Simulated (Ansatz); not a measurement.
## A hypothetical structure for MgMn2Al2

Starting from a made-up structure for MgMn2Al2, the aim is the relaxed cell, its shortest contacts and, where a second run follows, its electronic structure.

Method: DFT, PBE, plane-wave PAW, default files, scalar-relativistic, ferromagnetic start, cell and ions relaxed at zero pressure, in the first sound run; inputs show where later runs differ, in Ansatz 0.2.0.

## Step 1: The starting structure

The structure is tetragonal, space group I4/mmm (No. 139). The conventional cell has a = 3.977 Å, b = 3.977 Å, c = 9.861 Å, α = 90.00°, β = 90.00°, γ = 90.00°. Nearest to Mn lie 4 Al at 2.38 Å and 4 Mn at 2.81 Å and 4 Mg at 3.17 Å. Nearest to Al lie 1 Al at 2.32 Å and 4 Mn at 2.38 Å and 4 Mg at 3.04 Å. Nearest to Mg lie 8 Al at 3.04 Å and 8 Mn at 3.17 Å. Farther neighbours are not listed.

## Step 2: Relaxing cell and atoms

The guessed cell has no reason to be at equilibrium. It is relaxed with the atoms, within the space group of the guess.

input.yaml

```yaml
crystal:
  lattice:
    - [-1.9885, 1.9885, 4.9305]
    - [1.9885, -1.9885, 4.9305]
    - [1.9885, 1.9885, -4.9305]
  atoms:
    - { symbol: Mn, position: [0.75, 0.25, 0.5], spin: 4.0 }
    - { symbol: Mn, position: [0.25, 0.75, 0.5], spin: 4.0 }
    - { symbol: Al, position: [0.6176, 0.6176, 0.0] }
    - { symbol: Al, position: [0.3824, 0.3824, 0.0] }
    - { symbol: Mg, position: [0.0, 0.0, 0.0] }
magnetization:
  spin_polarized: true
kpoints:
  mp_grid: { grid: [9, 9, 9] }
scf:
  occupations: { method: fermi_dirac, width: 0.05 }
hamiltonian:
  xc: pbe
  pseudopotentials: { kind: paw }
relax:
  f_tol: 0.015
  max_steps: 70
  cell: {}
output:
  forces: true
  stress: true
```

Launch:

```bash
$ ansatz run input.yaml --threads 4 --pin off --max-ram 8192MiB --backend cpu --events-out ev --progress --plain --runs-dir out
```

Numbers of over 12 decimals in the logs are rounded to 6 here.

Log:

```text
basis.fft_grid_basis auto: the FFT boxes are laid along the combinations [[1, 0, 1], [0, 1, 1], [0, 0, 1]] of the cell's own vectors, 3.977, 3.977 and 5.676 Å long. The dense box has 27×27×40 points. Along the cell's own vectors, as sized, it would have 40×40×40, 2.19 times as many. Of the 16 symmetry operations that the crystal satisfies within crystal.symmetry.tolerance (time reversal apart; of a slab, those that k [...]
Engine: ansatz 0.2.0, aarch64-unknown-linux-gnu
Pseudopotentials: kind: paw
Pseudopotential: Mn, paw, valence charge 15, recommended cutoff 420 eV (normal), Mn.paw.azcp
Pseudopotential: Al, paw, valence charge 3, recommended cutoff 420 eV (normal), Al.paw.azcp
Pseudopotential: Mg, paw, valence charge 10, recommended cutoff 420 eV (normal), Mg.paw.azcp
Functional definition: PBE
  parameter kappa = 0.804
  parameter beta = 0.066725
  exchange = pbe_x(kappa = kappa, mu = beta*pi^2/3)
  correlation = pbe_c(beta = beta)
Crystal: 5 atoms, lattice volume = 77.983 Å³
Basis set: ecut = 420 eV, 1517 PW (Γ), FFT grids on a1+a3, a2+a3, a3, exchange–correlation on 54×54×80 points (8 copies of the dense FFT grid, shifted against one another)
Bands: 33, of which v1, the nominal top of the filled ones, is band 23 counted from 1 (22 counted from 0)
Symmetry: 16 space group operations
Space group: I4/mmm (ITA 139), of the structure as read, at distance tolerance 4.3e-5 Å
Magnetic group: BNS 139.531 (UNI 1191), of the structure as read, at distance tolerance 4.3e-5 Å
k-points: 75 of 729
Non-local potential: Mn, projectors of the file, l = 0: 3, l = 1: 2, l = 2: 3, l = 3: 1
Non-local potential: Al, projectors of the file, l = 0: 2, l = 1: 2, l = 2: 1
Non-local potential: Mg, projectors of the file, l = 0: 3, l = 1: 2, l = 2: 1
PAW form: soft (Blöchl's): semilocal exchange-correlation on the pseudo side does not see the compensation charge
PAW one-centre angular grid: Mn, 590 points (default); XC on 64 Gauss nodes
PAW one-centre angular grid: Al, 110 points (default); XC on 64 Gauss nodes
PAW one-centre angular grid: Mg, 110 points (default); XC on 64 Gauss nodes
Initial density: superposition of atomic densities (chi_scale 0.1, normalization cell)
Starting moments: Σ|m| = 8 μB on 2 of 5 sites
Initial wavefunctions: pseudopotential atomic-orbital guess
Functional: x = pbe(κ = 0.804, μ = 0.219515), c = pbe(β = 0.066725)
SCF iter   1: F=—  HF=-10793.364653 eV  |F-HF|=—  |Δ(HF+E_count)|=         —  Δρ=4.63e-2 (↑4.63e-2 ↓3.29e-2)  dr2=2.24e0  dr2_m=8.58e-1  M=6.145 μB ∫|m|=6.833 μB  β_m=0.30  ethr=3.10e-3  ⟨swp⟩=6.3  Hψ=19906  notcnv=0
Mixer restart at iter 1: flushing history
preconditioner: auto → Kerker (q_TF=auto, 2.499 Å⁻¹)  [metal: Δε(μ)=0.006 eV  Ē_g=6.812 eV  σ=0.050 eV  W_gap=0.03  n_scr=22 (ndim 8)  ℏωp=19.7 eV  f_vac=0.000  D(μ)=3.45/eV (n_scr^D=32)]
spin=Collinear: Kerker preconditioning applied to the charge; magnetization (m = ρ↑ − ρ↓) channel mixes plain (no charge-response kernel on spin).
SCF iter   2: F=—  HF=-10793.442002 eV  |F-HF|=—  |Δ(HF+E_count)|=   7.73e-2  Δρ=3.29e-2 (↑2.59e-2 ↓3.29e-2)  dr2=1.82e0  dr2_m=4.88e-1  M=5.979 μB ∫|m|=6.725 μB  β_m=0.62  ethr=3.10e-3  ⟨swp⟩=2.0  Hψ=7146  notcnv=0  defer=387
SCF iter   3: F=—  HF=-10794.621018 eV  |F-HF|=—  |Δ(HF+E_count)|=    1.18e0  Δρ=2.65e-2 (↑1.97e-2 ↓2.65e-2)  dr2=1.16e0  dr2_m=3.27e-1  M=5.422 μB ∫|m|=6.311 μB  β_m=0.33  ethr=3.10e-3  ⟨swp⟩=2.5  Hψ=6738  notcnv=0  defer=390
SCF iter   4: F=—  HF=-10794.924656 eV  |F-HF|=—  |Δ(HF+E_count)|=   3.04e-1  Δρ=1.54e-2 (↑1.54e-2 ↓1.43e-2)  dr2=4.09e-1  dr2_m=1.33e-1  M=5.064 μB ∫|m|=5.936 μB  β_m=0.71  ethr=2.53e-3  ⟨swp⟩=2.3  Hψ=7077  notcnv=0  defer=376
SCF iter   5: F=—  HF=-10794.816421 eV  |F-HF|=—  |Δ(HF+E_count)|=   1.08e-1  Δρ=9.61e-3 (↑9.61e-3 ↓5.12e-3)  dr2=1.50e-1  dr2_m=5.00e-3  M=4.672 μB ∫|m|=5.404 μB  β_m=0.86  ethr=8.89e-4  ⟨swp⟩=2.9  Hψ=8213  notcnv=0  defer=372
SCF iter   6: F=—  HF=-10794.900371 eV  |F-HF|=—  |Δ(HF+E_count)|=         —  Δρ=4.10e-3 (↑4.10e-3 ↓8.76e-4)  dr2=1.19e-2  dr2_m=3.75e-3  M=4.727 μB ∫|m|=5.421 μB  β_m=0.86  ethr=3.26e-4  ⟨swp⟩=2.5  Hψ=8091  notcnv=0  defer=387
Mixer restart at iter 6: flushing history
SCF iter   7: F=—  HF=-10794.903910 eV  |F-HF|=—  |Δ(HF+E_count)|=   3.54e-3  Δρ=2.69e-3 (↑2.69e-3 ↓1.47e-3)  dr2=8.02e-3  dr2_m=3.27e-4  M=4.752 μB ∫|m|=5.438 μB  β_m=0.69  ethr=2.60e-5  ⟨swp⟩=2.0  Hψ=9143  notcnv=0  defer=389
SCF iter   8: F=—  HF=-10794.901460 eV  |F-HF|=—  |Δ(HF+E_count)|=   2.45e-3  Δρ=1.18e-3 (↑1.18e-3 ↓3.17e-4)  dr2=1.24e-3  dr2_m=3.03e-4  M=4.736 μB ∫|m|=5.417 μB  β_m=0.75  ethr=1.74e-5  ⟨swp⟩=2.0  Hψ=9129  notcnv=0  defer=388
SCF iter   9: F=—  HF=-10794.901341 eV  |F-HF|=—  |Δ(HF+E_count)|=   1.19e-4  Δρ=2.27e-4 (↑1.07e-4 ↓2.27e-4)  dr2=3.82e-5  dr2_m=1.30e-5  M=4.738 μB ∫|m|=5.416 μB  β_m=0.83  ethr=2.70e-6  ⟨swp⟩=2.0  Hψ=6386  notcnv=0  defer=389
SCF iter  10: F=—  HF=-10794.901330 eV  |F-HF|=—  |Δ(HF+E_count)|=   1.15e-5  Δρ=1.14e-4 (↑8.01e-5 ↓1.14e-4)  dr2=3.21e-5  dr2_m=2.74e-7  M=4.737 μB ∫|m|=5.413 μB  β_m=0.91  ethr=8.31e-8  ⟨swp⟩=2.4  Hψ=6888  notcnv=0  defer=389
SCF iter  11: F=—  HF=-10794.901327 eV  |F-HF|=—  |Δ(HF+E_count)|=   3.43e-6  Δρ=1.30e-5 (↑1.27e-5 ↓1.30e-5)  dr2=8.44e-7  dr2_m=9.00e-9  M=4.737 μB ∫|m|=5.412 μB  β_m=0.87  ethr=6.97e-8  ⟨swp⟩=1.9  Hψ=5911  notcnv=0  defer=389
SCF iter  12: F=—  HF=-10794.901326 eV  |F-HF|=—  |Δ(HF+E_count)|=   2.62e-7  Δρ=6.66e-6 (↑5.64e-6 ↓6.66e-6)  dr2=1.36e-7  dr2_m=9.66e-9  M=4.737 μB ∫|m|=5.412 μB  β_m=0.93  ethr=1.84e-9  ⟨swp⟩=2.0  Hψ=6935  notcnv=0  defer=389
SCF iter  13: F=-10794.901326 eV  HF=-10794.901326 eV  |F-HF|=1.19e-8  |Δ(HF+E_count)|=   2.78e-8  Δρ=2.92e-6 (↑1.68e-6 ↓2.92e-6)  dr2=1.53e-8  dr2_m=9.15e-10  M=4.737 μB ∫|m|=5.412 μB  ethr=2.17e-10  ⟨swp⟩=2.2  Hψ=14857  notcnv=0
SCF 1 converged in 13 iterations: F = -10794.901326 eV  dr2 = 1.53e-8
  greatest PAW one-centre occupation: 1.001 electrons in one spin orbital (limit 2), on the Mn atom at site 1 (counted from 0), in its partial waves of l = 1
relax step   1: F+E_penalty+E_count = -10794.90132621 eV  Δ(F+E_penalty+E_count) = +0.000e0 eV  max|allowed force component| = 6.666e-1 eV/Å  Δτ_max = 0.0000 Å  P = +9.873 GPa  Ω = 77.983 Å³  (13 SCF iters, dr2 threshold 1.00e-7 eV, accepted)
Crystal: 5 atoms, lattice volume = 82.655 Å³
Basis set: ecut = 420 eV, 1613 PW (Γ), FFT grids on a1+a3, a2+a3, a3, exchange–correlation on 54×54×80 points (8 copies of the dense FFT grid, shifted against one another)
Initial density: handed on by an earlier stage of this run
[...]
SCF 3 converged in 10 iterations: F = -10795.344189 eV  dr2 = 1.32e-8
relax step   3: F+E_penalty+E_count = -10795.34418877 eV  Δ(F+E_penalty+E_count) = -1.303e-1 eV  max|allowed force component| = 9.964e-2 eV/Å  Δτ_max = 0.0286 Å  P = +0.561 GPa  Ω = 85.672 Å³  energy of the carried Pulay correction = -2.088e-3 eV  (10 SCF iters, dr2 threshold 5.00e-7 eV, accepted)
[...]
relax step   4: F+E_penalty+E_count = -10795.39590184 eV  Δ(F+E_penalty+E_count) = -5.171e-2 eV  max|allowed force component| = 2.182e-2 eV/Å  Δτ_max = 0.0355 Å  P = -0.446 GPa  Ω = 86.089 Å³  energy of the carried Pulay correction = -2.195e-3 eV  (9 SCF iters, dr2 threshold 5.00e-7 eV, accepted)
[...]
relax step   5: F+E_penalty+E_count = -10795.39799057 eV  Δ(F+E_penalty+E_count) = -2.089e-3 eV  max|allowed force component| = 9.053e-3 eV/Å  Δτ_max = 0.0040 Å  P = -0.032 GPa  Ω = 85.509 Å³  energy of the carried Pulay correction = -2.046e-3 eV  (7 SCF iters, dr2 threshold 5.00e-7 eV, accepted)
[...]
relax step   6: F+E_penalty+E_count = -10795.39804659 eV  Δ(F+E_penalty+E_count) = -5.602e-5 eV  max|allowed force component| = 5.107e-3 eV/Å  Δτ_max = 0.0006 Å  P = -0.021 GPa  Ω = 85.512 Å³  energy of the carried Pulay correction = -2.046e-3 eV  (7 SCF iters, dr2 threshold 4.80e-8 eV, accepted)
[...]
relax step   7: F+E_penalty+E_count = -10795.41674125 eV  Δ(F+E_penalty+E_count) = -1.869e-2 eV  max|allowed force component| = 1.293e-2 eV/Å  Δτ_max = 0.0000 Å  P = +0.305 GPa  Ω = 85.512 Å³  stress off target by 8.27e-1 GPa  SCF on the basis re-selected at this cell (its energy is not comparable with the rows above)  (11 SCF iters)
[...]
relax step   8: F+E_penalty+E_count = -10795.41918574 eV  Δ(F+E_penalty+E_count) = -2.444e-3 eV  max|allowed force component| = 1.401e-3 eV/Å  Δτ_max = 0.0053 Å  P = +0.069 GPa  Ω = 85.761 Å³  energy of the carried Pulay correction = -5.076e-5 eV  (7 SCF iters, dr2 threshold 5.00e-7 eV, accepted)
[...]
relax step   9: F+E_penalty+E_count = -10795.41932889 eV  Δ(F+E_penalty+E_count) = -1.431e-4 eV  max|allowed force component| = 8.056e-4 eV/Å  Δτ_max = 0.0016 Å  P = +0.001 GPa  Ω = 85.830 Å³  energy of the carried Pulay correction = -6.465e-5 eV  (7 SCF iters, dr2 threshold 1.03e-7 eV, accepted)
iter 1 solved again at ethr=5.66e-8 eV; its pass at ethr=3.10e-3 eV (dr2=2.60e-5 eV) is discarded
SCF iter   1: F=—  HF=-10795.419401 eV  |F-HF|=—  |Δ(HF+E_count)|=         —  Δρ=1.13e-5 (↑9.63e-6 ↓1.13e-5)  dr2=2.47e-8  dr2_m=9.04e-9  M=5.501 μB ∫|m|=6.171 μB  β_m=0.65  ethr=5.66e-8  ⟨swp⟩=3.0  Hψ=34134  notcnv=0
preconditioner: auto → Kerker (q_TF=auto, 1.942 Å⁻¹)  [metal: Δε(μ)=0.009 eV  Ē_g=5.747 eV  σ=0.050 eV  W_gap=0.04  n_scr=10 (ndim 8)  ℏωp=18.8 eV  f_vac=0.000  D(μ)=3.32/eV (n_scr^D=32)]
spin=Collinear: Kerker preconditioning applied to the charge; magnetization (m = ρ↑ − ρ↓) channel mixes plain (no charge-response kernel on spin).
SCF iter   2: F=—  HF=-10795.419402 eV  |F-HF|=—  |Δ(HF+E_count)|=   2.73e-7  Δρ=3.99e-6 (↑3.57e-6 ↓3.99e-6)  dr2=2.98e-9  dr2_m=1.43e-9  M=5.501 μB ∫|m|=6.171 μB  β_m=0.64  ethr=5.36e-11  ⟨swp⟩=2.0  Hψ=8298  notcnv=0
SCF iter   3: F=—  HF=-10795.419402 eV  |F-HF|=—  |Δ(HF+E_count)|=   1.37e-7  Δρ=4.09e-7 (↑4.09e-7 ↓3.53e-7)  dr2=7.72e-11  dr2_m=2.99e-11  M=5.501 μB ∫|m|=6.171 μB  β_m=0.74  ethr=6.47e-12  ⟨swp⟩=2.0  Hψ=7188  notcnv=0
SCF iter   4: F=—  HF=-10795.419402 eV  |F-HF|=—  |Δ(HF+E_count)|=  7.73e-10  Δρ=2.95e-7 (↑2.23e-7 ↓2.95e-7)  dr2=2.32e-10  dr2_m=2.78e-12  M=5.501 μB ∫|m|=6.171 μB  β_m=0.74  ethr=1.00e-12  ⟨swp⟩=1.1  Hψ=4972  notcnv=0
SCF iter   5: F=—  HF=-10795.419402 eV  |F-HF|=—  |Δ(HF+E_count)|=  1.96e-10  Δρ=2.17e-7 (↑1.68e-7 ↓2.17e-7)  dr2=6.40e-11  dr2_m=2.19e-11  M=5.501 μB ∫|m|=6.171 μB  β_m=0.87  ethr=1.00e-12  ⟨swp⟩=2.0  Hψ=6056  notcnv=0
SCF iter   6: F=—  HF=-10795.419402 eV  |F-HF|=—  |Δ(HF+E_count)|=  1.67e-10  Δρ=1.11e-7 (↑7.31e-8 ↓1.11e-7)  dr2=1.86e-11  dr2_m=5.35e-12  M=5.501 μB ∫|m|=6.171 μB  β_m=0.93  ethr=1.00e-12  ⟨swp⟩=1.5  Hψ=5156  notcnv=0
SCF iter   7: F=—  HF=-10795.419402 eV  |F-HF|=—  |Δ(HF+E_count)|=  1.82e-11  Δρ=4.38e-8 (↑4.38e-8 ↓4.28e-8)  dr2=6.03e-12  dr2_m=3.74e-14  M=5.501 μB ∫|m|=6.171 μB  β_m=0.89  ethr=1.00e-12  ⟨swp⟩=1.6  Hψ=5348  notcnv=0
SCF iter   8: F=-10795.419402 eV  HF=-10795.419402 eV  |F-HF|=0.00e0  |Δ(HF+E_count)|=  1.82e-12  Δρ=2.79e-8 (↑1.87e-8 ↓2.79e-8)  dr2=2.63e-12  dr2_m=2.12e-14  M=5.501 μB ∫|m|=6.171 μB  ethr=1.00e-12  ⟨swp⟩=2.1  Hψ=13932  notcnv=0
SCF 10 converged in 8 iterations: F = -10795.419402 eV  dr2 = 2.63e-12
relax step  10: F+E_penalty+E_count = -10795.41940164 eV  Δ(F+E_penalty+E_count) = -7.275e-5 eV  max|allowed force component| = 7.881e-4 eV/Å  Δτ_max = 0.0000 Å  P = -0.000 GPa  Ω = 85.830 Å³  stress off target by 8.74e-4 GPa  SCF on the basis re-selected at this cell (its energy is not comparable with the rows above)  (8 SCF iters)
basis re-selected at this cell: Δ(F+E_penalty+E_count) = -7.275e-5 eV, ΔP = -0.001 GPa vs the last step (what re-selecting the basis moved, of the pressure what is left beyond the Pulay correction that the steps carried, after the strain that the cell walked since its last selection, with what the two solves' SCF thresholds leave and, on support functions, any second-order correction that the steps lacked; it is no m [...]
SCF converged after 8 iterations
Magnetization: 5.5014 μB (25.7507 up, 20.2493 down)
Absolute magnetization: 6.1726 μB (∫|ρ↑−ρ↓|, with the PAW one-centre terms)
Spin contamination: 0.2882 ħ² per cell (⟨S²⟩ above its minimum at these occupations)
Per-site moments (μB) at R_I (Å): [(2.733227, 1.034508), (2.733227, 1.034508), (-0.046560, 1.034508), (-0.046560, 1.034508), (-0.060598, 1.243815)]
Free energy (F): -10795.419402 eV
Harris-Foulkes:  -10795.419402 eV  (|F-HF|=0.00e0)
Internal energy: -10795.391555 eV  (E = F + TS)
E sigma→0 (E₀):  -10795.405478 eV
Entropy (-TS):   -0.027846 eV (-5.569 meV/atom)
Fermi energy:    9.035592 eV
--- Per-component energies (eV) ---
  E_band       = -933.025841
  E_kinetic    = 729.254780
  E_local      = -7136.185661  (includes V_loc(G=0)·N_el)
  E_nonlocal   = 607.024792
  E_hartree    = 2945.721465
  E_xc         = -333.616180
  E_vxc        = -383.243482  (∫ρ·V_xc dr)
  E_paw        = -3832.641682  (= ΣΔE_a)
  E_vpaw       = -641.319022  (= ΣTr[D̂ρ^β])
  E_aug_tail   = -0.000023  (compensation charges beyond the density's cutoff)
  E_ewald      = -3774.949047
  E_smearing   = -0.027846  (= −TS)
  E_closure    = -0.000000  (closes the sum)
  Σ components = -10795.419402   (vs F -10795.419402, Δ=0.00e0)
--- Forces (eV/Å), atoms counted from 1 ---
  atom   1  Mn    -0.00000000     0.00000000     0.00000000
  atom   2  Mn     0.00000000    -0.00000000    -0.00000000
  atom   3  Al    -0.00000000     0.00000000     0.00078809
  atom   4  Al     0.00000000     0.00000000    -0.00078809
  atom   5  Mg     0.00000000    -0.00000000     0.00000000
  max |Σ_I F_I| component: 1.73e-18 eV/Å
--- Stress (GPa, compression-positive) ---
       -0.000109       0.000000       0.000000
        0.000000      -0.000109       0.000000
        0.000000       0.000000      -0.000874
  P = ⅓ Tr σ = -0.0004 GPa (-0.004 kbar)
--- Relaxed structure (8 steps of the walk, 8 accepted, 2 SCFs on fresh bases) ---
  F+E_penalty+E_count = -10795.41940164 eV   max|allowed force component| = 7.881e-4 eV/Å   (the final SCF, on the basis selected at the relaxed cell)
  cell:  # Å, volume = 85.8301 Å³
    - [-1.932156, 1.932156, 5.747712]
    - [1.932156, -1.932156, 5.747712]
    - [1.932156, 1.932156, -5.747712]
  atoms:
    - { symbol: Mn, position: [0.75, 0.250000, 0.5] }
    - { symbol: Mn, position: [0.250000, 0.75, 0.5] }
    - { symbol: Al, position: [0.610914, 0.610914, 0] }
    - { symbol: Al, position: [0.389086, 0.389086, 0] }
    - { symbol: Mg, position: [0, 0, 0] }
```

Wall time 62 s (4 threads of Arm Neoverse V1, shared host); peak memory 0.62 GiB; 3.9 min of CPU time.

Step by step:

```tsv
step	energy less that of the first step (eV)	largest force component (eV/Å)	pressure (GPa)	volume (Å³)
1	0.0000	0.6666	9.87	77.98
2	-0.3125	0.1305	3.92	82.65
3	-0.4429	0.0996	0.56	85.67
4	-0.4946	0.0218	-0.45	86.09
5	-0.4967	0.0091	-0.03	85.51
6	-0.4967	0.0051	-0.02	85.51
7*	-0.5154	0.0129	0.31	85.51
8	-0.5179	0.0014	0.07	85.76
9	-0.5180	0.0008	0.00	85.83
10*	-0.5181	0.0008	0.00	85.83
```

Relaxation steps marked * repeat the geometry before them on a plane-wave basis chosen anew for their cell, so energy and pressure can jump there.

Forces are held to the 16 operations that the run works with; a distortion that breaks them can't arise in this run.

```tsv
cell as run	before	after	change
a (Å)	5.676	6.364	+12.1 %
b (Å)	5.676	6.364	+12.1 %
c (Å)	5.676	6.364	+12.1 %
α (°)	138.99	144.65	+4.1 %
β (°)	138.99	144.65	+4.1 %
γ (°)	59.40	50.85	-14.4 %
volume (Å³/atom)	15.60	17.17	+10.1 %
```

The atoms that moved most (Å, as changes of fractional coordinates times the final cell):

```tsv
atom	dx	dy	dz	length
Al4	0.000	0.000	0.077	0.077
Al3	0.000	0.000	-0.077	0.077
```

The relaxed structure:

```xyz
5
Lattice="-1.9322 1.9322 5.7477 1.9322 -1.9322 5.7477 1.9322 1.9322 -5.7477" Properties=species:S:1:pos:R:3 pbc="T T T"
Mn    0.0000    1.9322    2.8739
Mn    1.9322    0.0000    2.8739
Al    0.0000    0.0000    7.0227
Al    0.0000    0.0000    4.4727
Mg    0.0000    0.0000    0.0000
```

Numbers from this step:

```yaml
free_energy: -10795.4194 eV
energy_at_zero_smearing: -10795.4055 eV
smearing_term_ts: 0.02785 eV
fermi_energy: 9.036 eV
magnetization: 5.501 μB
absolute_magnetization: 6.173 μB
site_moments: 2.733, 2.733, -0.04656, -0.04656, -0.06060 μB
electrons: 46
symmetry_operations: 16
pressure: -3.64e-4 GPa
```

Site moment by atom:

```tsv
atom	site moment (μB)
Mn1	2.73
Mn2	2.73
Al3	-0.05
Al4	-0.05
Mg5	-0.06
```

The shortest distance of each pair, which need not be the same contact before and after:

```tsv
pair	guess (Å)	relaxed (Å)
Al–Mn	2.379	2.508
Al–Al	2.319	2.550
Mn–Mn	2.812	2.732
Al–Mg	3.042	3.015
Mg–Mn	3.167	3.463
```

The relaxation ends with a largest force component of 7.9e-4 eV/Å and a pressure of 0.00 GPa.

(Part 1 of 2 ends here.)

[Logs are printed without paths, hosts, clocks, repeated set-up lines and the standing remarks that a program may print on its own settings, such as how far it seeks lower states.]

[Hosts, paths, dates, database ids (printed as entryN), source tags and the programs' standing remarks are cut or masked in the printed files.]
